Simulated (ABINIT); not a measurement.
**InP (F-43m): G0W0 with ABINIT, start to end**

It takes space group F-43m (No. 216, cubic). Conventional cell: a = 5.869 Å, b = 5.869 Å, c = 5.869 Å, α = 90.00°, β = 90.00°, γ = 90.00°. In has 4 P at 2.54 Å nearest. P has 4 In at 2.54 Å nearest. Farther neighbours, and contacts between anions beyond the nearest, are not listed.

```xyz
2
Lattice="0.0000 2.9343 2.9343 2.9343 0.0000 2.9343 2.9343 2.9343 0.0000" Properties=species:S:1:pos:R:3 pbc="T T T"
In    0.0000    0.0000    0.0000
P     1.4672    1.4672    1.4672
```

* method: RPA screening on PBE with spin-orbit coupling, plane waves, norm-conserving pseudopotentials (and 2 further levels or steps)
* program: ABINIT 10.8.3
* settings: cutoff 33 Ha, PseudoDojo fully relativistic 0.4 stringent, norm-conserving, ngkpt (4, 4, 4), nband 220, ecuteps 5.5 Ha, shiftk (0, 0, 0), symchi 1, awtr 1, frequency ppm, 4×4×4 k-mesh
* cost: 5 runs, 3.3 min in all on 8 MPI ranks of AMD EPYC 9R45, shared host
* notes: The program’s warnings: Neglecting <n,k|[Vnl,iqr]|m,k>. The cell and positions come from the Crystallography Open Database and are kept as given unless a step says otherwise. Limits: mesh may overstate the screening; screening head approximate. The 4×4×4 mesh is coarse for this cell, which bears on the long-range parts of exchange and screening. The RPA ε∞ on this mesh reaches over 25; with a narrow direct gap a coarse mesh can overstate it, and the correction is then too small.
* PBE gap: 0.66 eV, direct
* G0W0 gap on the mesh: 1.32 eV
* GW settings: 4×4×4 mesh, 220 bands, screening to 149.7 eV, Godby-Needs plasmon pole
* known limits: short of the basis limit; mesh may overstate the screening; screening head approximate; coarse k mesh

G0W0 moves the gap on the mesh from 0.66 eV to 1.32 eV (+0.66 eV), with Z of 0.78 and 0.79 at the edges. Local fields lower the RPA ε∞ on this mesh from 53.26 to 50.46; a Γ-centred mesh this coarse tends to raise both, most where the direct gap is narrow, while a short band sum lowers them.

[Long decimals in the printed logs are rounded to 6 places.]

[Logs are printed without paths, hosts, clocks, repeated set-up lines and the standing remarks that a program may print on its own settings, such as how far it seeks lower states.]

[Paths, hosts, dates, memory and timing lines, banners, echoed tables and standing remarks are left out of the program output; an Ansatz launch command may be rebuilt from the run's recorded settings. Measured values are a selection of at most five: reports struck by readers or far from the other reports are left out. None is set beside runs whose start may be inverted or whose files or cutoffs have a known fault.]

[Runs of the session that timed out or met a known fault of the program may be left out.]

[Hosts, paths, dates, database ids (printed as entryN), source tags and the programs' standing remarks are cut or masked in the printed files.]

[G0W0 gaps are taken among the corrected bands and points alone; a level outside them can change the order at an edge.]

[Where Ansatz stands beside ABINIT at settings called matched, ABINIT's density can come from a denser mesh and the files from another edition; pairs whose starting gaps differed by over 0.03 eV were left out, so agreement reads better than it is.]
